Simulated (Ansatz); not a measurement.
# NaVSe3 (model cell, started as cubic perovskite with V in the octahedra): following an unstable mode

Which phase does NaVSe3 (model cell, started as cubic perovskite with V in the octahedra) fall into along its unstable mode, and how much energy does it gain?

Method: DFT PBE, scalar-relativistic, plane waves, PAW, in Ansatz 0.2.0.

The structure was built from a prototype and need not be the compound's stable phase.

## Step 1: The starting structure

The structure is cubic, space group Pm-3m (No. 221). The conventional cell has a = 4.899 Å, b = 4.899 Å, c = 4.899 Å, α = 90.00°, β = 90.00°, γ = 90.00°. Na has 12 Se at 3.46 Å nearest. Nearest to V lie 6 Se at 2.45 Å. Nearest to Se lie 2 V at 2.45 Å and 4 Na at 3.46 Å. Farther neighbours and most contacts between anions are not listed.

## Step 2: Response at finite wavevector

The cell comes from relaxations at this level that are not shown. Stability and thermal properties need the whole zone. Linear response on a 2×2×2 q mesh gives force constants as far as a supercell of that size would.

input.yaml

```yaml
crystal:
  lattice:
    - [4.8990130555, 0.0, 0.0]
    - [0.0, 4.8990130555, 0.0]
    - [0.0, 0.0, 4.8990130555]
  atoms:
    - { symbol: Na, position: [0.0, 0.0, 0.0] }
    - { symbol: V, position: [0.5, 0.5, 0.5] }
    - { symbol: Se, position: [0.5, 0.5, 0.0] }
    - { symbol: Se, position: [0.5, 0.0, 0.5] }
    - { symbol: Se, position: [0.0, 0.5, 0.5] }
kpoints:
  mp_grid: { grid: [6, 6, 6] }
hamiltonian:
  xc: pbe
scf:
  occupations: { method: methfessel_paxton, width: 0.15 }
output:
  eigenvalues: true
phonons:
  method: dfpt
  qmesh: [2, 2, 2]
  temperatures: { t_max: 1000, t_step: 50 }
  qpath:
    path:
      - [[0.0, 0.0, 0.0], [0.0, 0.5, 0.0], [0.5, 0.5, 0.0], [0.0, 0.0, 0.0], [0.5, 0.5, 0.5], [0.0, 0.5, 0.0]]
      - [[0.5, 0.5, 0.5], [0.5, 0.5, 0.0]]
    npoints: 10
```

The run is started by

```console
> ansatz run input.yaml --threads 8 --pin off --max-ram 14336MiB --backend cpu --events-out ev --progress --plain --runs-dir out
```

Numbers of over 12 decimals in the logs are rounded to 6 here.

What it wrote:

```text
Engine: ansatz 0.2.0, aarch64-unknown-linux-gnu
Pseudopotentials: kind: paw
Pseudopotential: Na, paw, valence charge 9, recommended cutoff 420 eV (normal), Na.paw.azcp
Pseudopotential: V, paw, valence charge 13, recommended cutoff 420 eV (normal), V.paw.azcp
Pseudopotential: Se, paw, valence charge 16, recommended cutoff 420 eV (normal), Se.paw.azcp
Functional definition: PBE
  parameter kappa = 0.804
  parameter beta = 0.066725
  exchange = pbe_x(kappa = kappa, mu = beta*pi^2/3)
  correlation = pbe_c(beta = beta)
Crystal: 5 atoms, lattice volume = 117.578 Å³
Basis set: ecut = 420 eV, 2325 PW (Γ), exchange–correlation on 72×72×72 points (8 copies of the dense FFT grid, shifted against one another)
Bands: 42, of which v1, the nominal top of the filled ones, is band 35 counted from 1 (34 counted from 0)
Symmetry: 48 space group operations
k-points: 20 of 216
Non-local potential: Na, projectors of the file, l = 0: 3, l = 1: 2, l = 2: 1
Non-local potential: V, projectors of the file, l = 0: 3, l = 1: 2, l = 2: 3, l = 3: 1
Non-local potential: Se, projectors of the file, l = 0: 2, l = 1: 2, l = 2: 3, l = 3: 1
PAW form: soft (Blöchl's): semilocal exchange-correlation on the pseudo side does not see the compensation charge
PAW one-centre angular grid: Na, 110 points (default); XC on 64 Gauss nodes
PAW one-centre angular grid: V, 590 points (default); XC on 64 Gauss nodes
PAW one-centre angular grid: Se, 590 points (default); XC on 64 Gauss nodes
Initial density: superposition of atomic densities (neutral atoms: chi_scale 0, normalization atom), corrected by the library's trained network
Initial wavefunctions: pseudopotential atomic-orbital guess
Functional: x = pbe(κ = 0.804, μ = 0.219515), c = pbe(β = 0.066725)
SCF iter   1: F=—  HF=-20808.359878 eV  |F-HF|=—  |Δ(HF+E_count)|=         —  Δρ=5.90e-3  dr2=7.25e-2  ethr=1.77e-3  ⟨swp⟩=5.7  Hψ=2921  notcnv=0
preconditioner: auto → LDOS  [metal: Δε(μ)=0.007 eV  Ē_g=7.420 eV  σ=0.150 eV  W_gap=0.04  n_scr=26 (ndim 8)  ℏωp=16.8 eV  f_vac=0.121  D(μ)=7.97/eV (n_scr^D=80)  β→1.0]
SCF iter   2: F=—  HF=-20808.357994 eV  |F-HF|=—  |Δ(HF+E_count)|=   1.88e-3  S|Δr|=    0.00e0  Δρ=1.95e-3  dr2=5.30e-3  ethr=1.04e-4  ⟨swp⟩=1.1  Hψ=1003  notcnv=0
SCF iter   3: F=—  HF=-20808.358125 eV  |F-HF|=—  |Δ(HF+E_count)|=   1.31e-4  S|Δr|=    0.00e0  Δρ=8.55e-4  dr2=7.70e-4  ethr=7.57e-6  ⟨swp⟩=2.0  Hψ=1139  notcnv=0
SCF iter   4: F=—  HF=-20808.358057 eV  |F-HF|=—  |Δ(HF+E_count)|=   6.80e-5  S|Δr|=    0.00e0  Δρ=1.27e-4  dr2=2.42e-5  ethr=1.10e-6  ⟨swp⟩=1.5  Hψ=856  notcnv=0
SCF iter   5: F=—  HF=-20808.358059 eV  |F-HF|=—  |Δ(HF+E_count)|=   1.84e-6  S|Δr|=    0.00e0  Δρ=4.98e-5  dr2=4.68e-6  ethr=3.46e-8  ⟨swp⟩=2.0  Hψ=1160  notcnv=0
SCF iter   6: F=—  HF=-20808.358061 eV  |F-HF|=—  |Δ(HF+E_count)|=   2.66e-6  S|Δr|=    0.00e0  Δρ=1.55e-5  dr2=5.92e-7  ethr=6.68e-9  ⟨swp⟩=2.1  Hψ=1476  notcnv=0
SCF iter   7: F=—  HF=-20808.358061 eV  |F-HF|=—  |Δ(HF+E_count)|=   1.02e-7  S|Δr|=    0.00e0  Δρ=3.23e-6  dr2=1.25e-8  ethr=8.45e-10  ⟨swp⟩=2.2  Hψ=1549  notcnv=0
SCF iter   8: F=—  HF=-20808.358061 eV  |F-HF|=—  |Δ(HF+E_count)|=   2.41e-9  S|Δr|=    0.00e0  Δρ=3.46e-6  dr2=2.08e-8  ethr=1.79e-11  ⟨swp⟩=2.0  Hψ=1089  notcnv=0
SCF iter   9: F=—  HF=-20808.358061 eV  |F-HF|=—  |Δ(HF+E_count)|=  9.02e-10  S|Δr|=    0.00e0  Δρ=3.43e-7  dr2=2.28e-10  ethr=1.79e-11  ⟨swp⟩=1.3  Hψ=846  notcnv=0
SCF iter  10: F=-20808.358061 eV  HF=-20808.358061 eV  |F-HF|=7.28e-12  |Δ(HF+E_count)|=    0.00e0  S|Δr|=    0.00e0  Δρ=1.40e-8  dr2=1.57e-13  ethr=1.00e-12  ⟨swp⟩=4.5  Hψ=3588  notcnv=0
SCF 1 converged in 10 iterations: F = -20808.358061 eV  dr2 = 1.57e-13
  greatest PAW one-centre occupation: 1.000 electrons in one spin orbital (limit 2), on the Se atom at site 2 (counted from 0), in its partial waves of l = 2
Initial density: read from a saved state, or passed on in memory by an earlier SCF of this step, an earlier step, the calling program or the single point that the run made first
iter 1 solved again at ethr=2.65e-7 eV; its pass at ethr=3.10e-3 eV (dr2=1.86e-4 eV) is discarded
SCF iter   1: F=—  HF=-20808.358066 eV  |F-HF|=—  |Δ(HF+E_count)|=         —  Δρ=5.83e-7  dr2=1.49e-10  ethr=2.65e-7  ⟨swp⟩=3.0  Hψ=4745  notcnv=0
eigensolver tolerance schedule: the retry pair's looser diagonalisation over-reported the residual by 1244441.38 of it (diagonalisation noise at an unbounded share of the residual, at the tolerance the schedule requests for it); recorded, not acted on — ethr = c·dr2/N_el stays at c = 1.0e-1
preconditioner: auto → LDOS  [metal: Δε(μ)=0.005 eV  Ē_g=7.409 eV  σ=0.150 eV  W_gap=0.03  n_scr=26 (ndim 8)  ℏωp=16.8 eV  f_vac=0.119  D(μ)=8.37/eV (n_scr^D=80)  β→1.0]
SCF iter   2: F=—  HF=-20808.358061 eV  |F-HF|=—  |Δ(HF+E_count)|=   4.23e-6  S|Δr|=    0.00e0  Δρ=5.90e-7  dr2=1.61e-10  ethr=1.00e-12  ⟨swp⟩=3.8  Hψ=2293  notcnv=0
SCF iter   3: F=—  HF=-20808.358061 eV  |F-HF|=—  |Δ(HF+E_count)|=  4.73e-11  S|Δr|=    0.00e0  Δρ=3.08e-7  dr2=3.72e-11  ethr=1.00e-12  ⟨swp⟩=2.0  Hψ=1483  notcnv=0
SCF iter   4: F=—  HF=-20808.358061 eV  |F-HF|=—  |Δ(HF+E_count)|=    0.00e0  S|Δr|=    0.00e0  Δρ=2.27e-7  dr2=2.10e-11  ethr=1.00e-12  ⟨swp⟩=1.0  Hψ=840  notcnv=0
SCF iter   5: F=-20808.358061 eV  HF=-20808.358061 eV  |F-HF|=7.28e-12  |Δ(HF+E_count)|=  3.64e-12  S|Δr|=    0.00e0  Δρ=1.30e-7  dr2=7.31e-12  ethr=1.00e-12  ⟨swp⟩=1.2  Hψ=1790  notcnv=0
SCF 2 converged in 5 iterations: F = -20808.358061 eV  dr2 = 7.31e-12
  greatest PAW one-centre occupation: 1.000 electrons in one spin orbital (limit 2), on the Se atom at site 4 (counted from 0), in its partial waves of l = 2
phonons: the bands overlap, so this run is a metal and interpolates without the dipole-dipole term. If the crystal is really an insulator or semiconductor, its LO-TO splitting is missing
NSCF: frozen V_eff on 20 k-points
WARN: eigensolver did not converge in 2 slots of this pass, the one above among them; of largest residual over every band (k=4): 1 band(s) unlocked (lowest unlocked band 41, counted from 0; max residual 2.67e-4 eV among the unlocked bands, 2.67e-4 eV over every band); of lowest unlocked band (k=4): band 41
NSCF: frozen V_eff on 64 k-points
DFPT response loops at q = (0, 0, 0) (fractional): preconditioner auto → Kerker (q_TF=auto, 2.502 Å⁻¹) (partly filled bands, converged f_vac=0.119); β = 1.00, the filter's whole step (`scf.mixing.beta` (0.50) is not read by the response loops under this deck's `scf.mixing.preconditioner`; to damp them name `kerker` or `kerker_dos`, under which they read `scf.mixing.beta`, and type it under 1.00, their step now; both keys bind the ground state too); Broyden in place of MSR1
NSCF: frozen V_eff on 128 k-points
DFPT response loops at q = (0, 0, -0.5) (fractional): mixed as the last ones told, above
NSCF: frozen V_eff on 128 k-points
DFPT response loops at q = (0, -0.5, -0.5) (fractional): mixed as the last ones told, above
NSCF: frozen V_eff on 128 k-points
DFPT response loops at q = (-0.5, -0.5, -0.5) (fractional): mixed as the last ones told, above
SCF converged after 10 iterations
Stability not checked: this state was not tested for a lower state beside it, because cold or Methfessel-Paxton smearing, or corrected tetrahedra, fill the levels in a way that the test cannot read (fill_not_monotonic; see scf.lower_state_search)
Free energy (F): -20808.358061 eV
Harris-Foulkes:  -20808.358061 eV  (|F-HF|=7.28e-12)
Internal energy: -20808.341253 eV  (E = F + TS)
E sigma→0 (E₀):  -20808.353859 eV
Entropy (-TS):   -0.016808 eV (-3.362 meV/atom)
Fermi energy:    7.540076 eV
Step filling:    the computed levels leave a gap of 0.0032 eV = 0.0 smearing widths at the electron count; against every level under it full and every level over it empty, smearing changes F+E_penalty+E_count by -11.479 meV and its σ→0 estimate by -7.277 meV
--- Per-component energies (eV) ---
  E_band       = -1637.040991
  E_kinetic    = 811.806228
  E_local      = -10477.733814  (includes V_loc(G=0)·N_el)
  E_nonlocal   = -1718.919403
  E_hartree    = 4918.267677
  E_xc         = -481.589583
  E_vxc        = -509.343876  (∫ρ·V_xc dr)
  E_paw        = -7108.908111  (= ΣΔE_a)
  E_vpaw       = 420.616005  (= ΣTr[D̂ρ^β])
  E_aug_tail   = -0.001485  (compensation charges beyond the density's cutoff)
  E_ewald      = -6751.262762
  E_smearing   = -0.016808  (= −TS)
  E_closure    = -0.000000  (closes the sum)
  Σ components = -20808.358061   (vs F -20808.358061, Δ=0.00e0)
--- Band table (eV; the first three rows and the last of 20) ---
  k-point 0: bands = [... 31 lower, 6.4845, 6.6704, 6.6704, 6.6704, 7.3001, 7.3001, 7.3001, 7.7458, ... 3 higher]
  k-point 1: bands = [... 31 lower, 6.2824, 6.3174, 6.6768, 6.9563, 6.9563, 7.6627, 7.6627, 7.7518, ... 3 higher]
  k-point 2: bands = [... 31 lower, 5.2188, 6.0232, 6.6896, 7.0219, 7.0219, 7.7597, 8.1725, 8.1725, ... 3 higher]
  k-point 19: bands = [... 31 lower, 3.7513, 8.0645, 8.0645, 8.0645, 8.1941, 8.1941, 8.1941, 9.7299, ... 3 higher]
--- Phonons (Γ-DFPT): 4 representative perturbations + reference (Σ response iterations 12) ---
  ASR residual: 3.770e-5 → 0.000e0 eV/Å²; symmetrization residual: 6.735e-6 eV/Å²
  ASR residual per site (eV/Å²): 3.77e-5 9.28e-6 1.64e-5 1.64e-5 1.64e-5
  Γ frequencies (cm⁻¹): -143.71 -143.71 -143.71 -26.97 -26.97 -26.97 0.00 0.00 0.00 34.50 34.50 34.50 198.53 198.53 198.53
--- Phonons (arbitrary-q DFPT): 4 irreducible q on the 2×2×2 mesh ---
  q = [0.0000, 0.0000, 0.0000] (star 1, of the zone-centre solve; hermiticity 1.65e-6, symmetrization 1.32e-11): -143.71 -143.71 -143.71 -26.97 -26.97 -26.97 -0.00 0.00 0.00 34.50 34.50 34.50 198.53 198.53 198.53
  q = [0.0000, 0.0000, -0.5000] (star 3, 9 solved perturbations in 504 linear systems a pass and spin channel, the states on 64 of 216 k-point pairs; hermiticity 7.55e-7, symmetrization 2.91e-12): -128.80 -128.80 -11.34 -11.34 31.97 33.17 33.17 40.44 45.11 77.75 77.75 110.09 190.09 190.09 204.56
  q = [0.0000, -0.5000, -0.5000] (star 3, 9 solved perturbations in 504 linear systems a pass and spin channel, the states on 64 of 216 k-point pairs; hermiticity 7.03e-7, symmetrization 2.96e-12): -107.17 -69.47 -61.59 -50.03 -50.03 33.61 45.83 45.83 78.09 78.09 120.90 129.73 129.73 180.91 227.83
  q = [-0.5000, -0.5000, -0.5000] (star 1, 4 solved perturbations in 184 linear systems a pass and spin channel, the states on 64 of 216 k-point pairs; hermiticity 2.88e-7, symmetrization 1.14e-11): -146.43 -146.43 -60.73 -60.73 -60.73 39.29 39.29 39.29 117.06 117.06 117.06 122.19 122.19 122.19 249.25
  sum rule: each row above includes the acoustic sum rule's correction from the zone centre's row sums; it moved no ω² by more than (0.67 cm⁻¹)²
  mesh force constants: q→R imaginary residual 3.98e-18; ASR residual 3.770e-5 → 0.000e0 eV/Å²; symmetrization residual 9.770e-15 eV/Å²
  interpolated dispersion: 62 rows × 15 modes
  density of states and harmonic sums: on the 14×14×14 q-mesh, interpolated from the force constants of a 2×2×2 supercell (no non-analytic term)
  largest difference from the sums on the solved wave vectors: F 5.02e-2 eV, S 7.97e-5 and C_V 2.92e-5 eV/K
  zero-point energy: 0.060153 eV/cell   skipped modes (ω ≤ 0): 655, of them read as no rigid motion or as one in doubt: 652 (5.464e0 modes/cell left out, lowest -146.43 cm⁻¹)   left out of the sums: 3.64e-1 of the cell's modes: C_V's classical limit lies that fraction below 3 k_B per atom; for a crystal, a wire or a layer, F and S can be off by more, and a phonons.interpolated_qmesh denser along its periods is the remedy for the sampling
```

Run time: 6.6 min. Hardware: 8 threads of Arm Neoverse N1, shared host; peak memory 1.4 GiB.

This run has no spin polarisation, although V can carry a moment.

Numbers from this step:

* volume per atom: 23.52 Å³
* gap on the k-mesh: 0 eV
* sum-rule residual before enforcement: 3.77e-5 eV/Å²
* lowest frequency on the path: -146.4 cm⁻¹
* point group: m-3m
* highest frequency on the path or at a solved wavevector: 249.6 cm⁻¹
* highest optical mode at the zone centre (no LO-TO term): 198.5 cm⁻¹
* lowest optical zone-centre mode: -143.7 cm⁻¹
* lowest mode on the q mesh (acoustic modes at Γ apart): -146.4 cm⁻¹

Frequencies (cm⁻¹) solved at each irreducible wavevector; negative means imaginary. Frequencies by wavevector, by row:

```
q in reciprocal lattice units  star  mode 1  mode 2  mode 3  mode 4  mode 13  mode 14  mode 15
                        0 0 0     1  -143.7  -143.7  -143.7     -27    198.5    198.5    198.5
                     0 0 -0.5     3  -128.8  -128.8   -11.3   -11.3    190.1    190.1    204.6
                  0 -0.5 -0.5     3  -107.2   -69.5   -61.6     -50    129.7    180.9    227.8
               -0.5 -0.5 -0.5     1  -146.4  -146.4   -60.7   -60.7    122.2    122.2    249.2
```

Interpolated from a 2×2×2 q mesh. The phonon branches at the labelled points (cm⁻¹):

```
    point  branch 1  branch 2  branch 3  branch 4  branch 12  branch 13  branch 14  branch 15
        Γ      -144      -144      -144       -27         34        198        198        198
  halfway      -136      -136       -90       -14         73        195        195        201
        X      -129      -129       -11       -11        110        190        190        205
  halfway      -117       -84       -45       -39        122        128        186        226
        M      -107       -70       -62       -50        130        130        181        228
  halfway      -126       -88       -85       -43         96        158        191        220
        Γ      -144      -144      -144       -27         34        198        198        198
  halfway       -77       -77       -77       -49        105        146        146        238
        R      -146      -146       -61       -61        122        122        122        249
  halfway       -80       -66       -56       -46        116        125        129        244
        X      -129      -129       -11       -11        110        190        190        205
jump to R      -146      -146       -61       -61        122        122        122        249
  halfway      -115       -81       -61       -43        122        126        126        248
        M      -107       -70       -62       -50        130        130        181        228
```

Symmetry leaves 4 wavevectors to solve. The lowest mode among them, the acoustic zeros apart, lies at q = (-0.5, -0.5, -0.5) and is imaginary, 146.4i cm⁻¹, so the energy falls along it.

## Step 3: The mode frozen in, largest atomic shift 0 Å

The mode followed lies at q = (-0.5, -0.5, -0.5) with frequency 146.4i cm⁻¹ and is 2-fold degenerate, the softest among the wavevectors solved. At small amplitude the distorted cell has space group no. 69 by a symmetry search on the positions. The undistorted cell that holds it gives the zero of energy on the same k mesh.

System of this step: NaVSe3 (model cell, started as cubic perovskite with V in the octahedra). Symmetry: Pm-3m, No. 221, cubic system. The conventional cell has a = 4.899 Å, b = 4.899 Å, c = 4.899 Å, α = 90.00°, β = 90.00°, γ = 90.00°. Nearest to Na lie 12 Se at 3.46 Å. Nearest to V lie 6 Se at 2.45 Å. Nearest to Se lie 2 V at 2.45 Å and 4 Na at 3.46 Å. Farther neighbours and most contacts between anions are not listed.

input.yaml

```yaml
crystal:
  lattice:
    - [4.8990130555, 4.8990130555, 0.0]
    - [4.8990130555, 0.0, 4.8990130555]
    - [4.8990130555, 0.0, -4.8990130555]
  atoms:
    - { symbol: Na, position: [0.0, 0.0, 1.0] }
    - { symbol: Na, position: [0.0, 0.5, 0.5] }
    - { symbol: V, position: [0.5, 0.25, 0.75] }
    - { symbol: V, position: [0.5, 0.75, 0.25] }
    - { symbol: Se, position: [0.5, 0.5, 0.5] }
    - { symbol: Se, position: [0.5, 0.0, 0.0] }
    - { symbol: Se, position: [0.0, 0.5, 0.0] }
    - { symbol: Se, position: [0.0, 0.0, 0.5] }
    - { symbol: Se, position: [0.5, 0.5, 0.0] }
    - { symbol: Se, position: [0.5, 0.0, 0.5] }
kpoints:
  mp_grid: { grid: [6, 6, 6] }
hamiltonian:
  xc: pbe
scf:
  occupations: { method: methfessel_paxton, width: 0.15 }
output:
  forces: true
  stress: true
  eigenvalues: true
```

What it wrote:

```text
[...]
Crystal: 10 atoms, lattice volume = 235.156 Å³
Basis set: ecut = 420 eV, 4645 PW (Γ), exchange–correlation on 96×96×96 points (8 copies of the dense FFT grid, shifted against one another)
Bands: 84, of which v1, the nominal top of the filled ones, is band 70 counted from 1 (69 counted from 0)
Symmetry: 96 space group operations
[...]
k-points: 16 of 216
[...]
k-point 0: bands = [... 66 lower, 6.6809, 7.3015, 7.3015, 7.3015, 7.7555, 7.7555, 8.0617, 8.0617, ... 10 higher]
  k-point 1: bands = [... 66 lower, 6.8582, 7.2158, 7.2158, 7.3138, 7.8075, 7.8075, 7.9215, 8.1128, ... 10 higher]
  k-point 2: bands = [... 66 lower, 6.8029, 7.2526, 7.2526, 7.4495, 7.5740, 7.5895, 7.5895, 7.9060, ... 10 higher]
  k-point 15: bands = [... 66 lower, 6.0328, 6.3675, 6.4993, 7.5431, 7.6579, 8.1407, 8.1591, 8.2002, ... 10 higher]
[key lines of the parts left out:]
SCF converged after 7 iterations
Free energy (F): -41616.869163 eV
Fermi energy:    7.545768 eV
P = ⅓ Tr σ = -0.1606 GPa (-1.606 kbar)
```

The job ended after 5 s (8 threads; peak memory 1.2 GiB).

Numbers from this step:

```yaml
pressure: -0.1606 GPa
energy_from_the_undistorted_cell: 0 meV/atom
```

The run ends at a pressure of -0.16 GPa.

## Step 4: The mode frozen in, largest atomic shift 0.08 Å

The atoms are moved along the unstable eigenvector, the largest shift by 0.08 Å, with the cell fixed.

input.yaml

```yaml
crystal:
  lattice:
    - [4.8990130555, 4.8990130555, 0.0]
    - [4.8990130555, 0.0, 4.8990130555]
    - [4.8990130555, 0.0, -4.8990130555]
  atoms:
    - { symbol: Na, position: [0.0, 0.0, 1.0] }
    - { symbol: Na, position: [0.0, 0.5, 0.5] }
    - { symbol: V, position: [0.5, 0.25, 0.75] }
    - { symbol: V, position: [0.5, 0.75, 0.25] }
    - { symbol: Se, position: [0.5, 0.4918350901, 0.5081649099] }
    - { symbol: Se, position: [0.5, 0.0081649099, -0.0081649099] }
    - { symbol: Se, position: [-0.0065828206, 0.5032914103, 0.0032914103] }
    - { symbol: Se, position: [0.0065828206, -0.0032914103, 0.4967085897] }
    - { symbol: Se, position: [0.5, 0.5048734996, 0.0048734996] }
    - { symbol: Se, position: [0.5, -0.0048734996, 0.4951265004] }
kpoints:
  mp_grid: { grid: [6, 6, 6] }
hamiltonian:
  xc: pbe
scf:
  occupations: { method: methfessel_paxton, width: 0.15 }
output:
  forces: true
  stress: true
  eigenvalues: true
```

What it wrote:

```text
[...]
Crystal: 10 atoms, lattice volume = 235.156 Å³
Basis set: ecut = 420 eV, 4645 PW (Γ), exchange–correlation on 96×96×96 points (8 copies of the dense FFT grid, shifted against one another)
Bands: 84, of which v1, the nominal top of the filled ones, is band 70 counted from 1 (69 counted from 0)
Symmetry: 8 space group operations
[...]
k-points: 46 of 216
[...]
k-point 0: bands = [... 66 lower, 6.6860, 7.3036, 7.3116, 7.3140, 7.7429, 7.7609, 8.0773, 8.1037, ... 10 higher]
  k-point 1: bands = [... 66 lower, 6.8648, 7.1711, 7.1922, 7.2949, 7.8390, 7.8734, 7.9679, 8.1157, ... 10 higher]
  k-point 2: bands = [... 66 lower, 6.7945, 7.1592, 7.2397, 7.4812, 7.5124, 7.6279, 7.7278, 7.9148, ... 10 higher]
  k-point 45: bands = [... 66 lower, 5.9073, 6.6643, 7.0466, 7.0483, 7.7644, 8.0649, 8.1133, 8.2955, ... 10 higher]
[key lines of the parts left out:]
SCF converged after 8 iterations
Free energy (F): -41616.880149 eV
Fermi energy:    7.559155 eV
P = ⅓ Tr σ = 0.1353 GPa (1.353 kbar)
```

Elapsed: 14 s, on 8 threads; peak memory 1.5 GiB.

This step gave:

| Quantity | Value |
| --- | --- |
| pressure | 0.1353 GPa |
| energy from the undistorted cell | -1.403 meV/atom |

The energy, extrapolated to zero smearing, is -1.40 meV/atom against the undistorted cell.

The run ends at a pressure of 0.14 GPa, with forces up to 0.027 eV/Å.

(Continued in part 2 of 2.)

[Logs are printed without paths, hosts, clocks, repeated set-up lines and the standing remarks that a program may print on its own settings, such as how far it seeks lower states.]

[Hosts, paths, dates, database ids (printed as entryN), source tags and the programs' standing remarks are cut or masked in the printed files.]
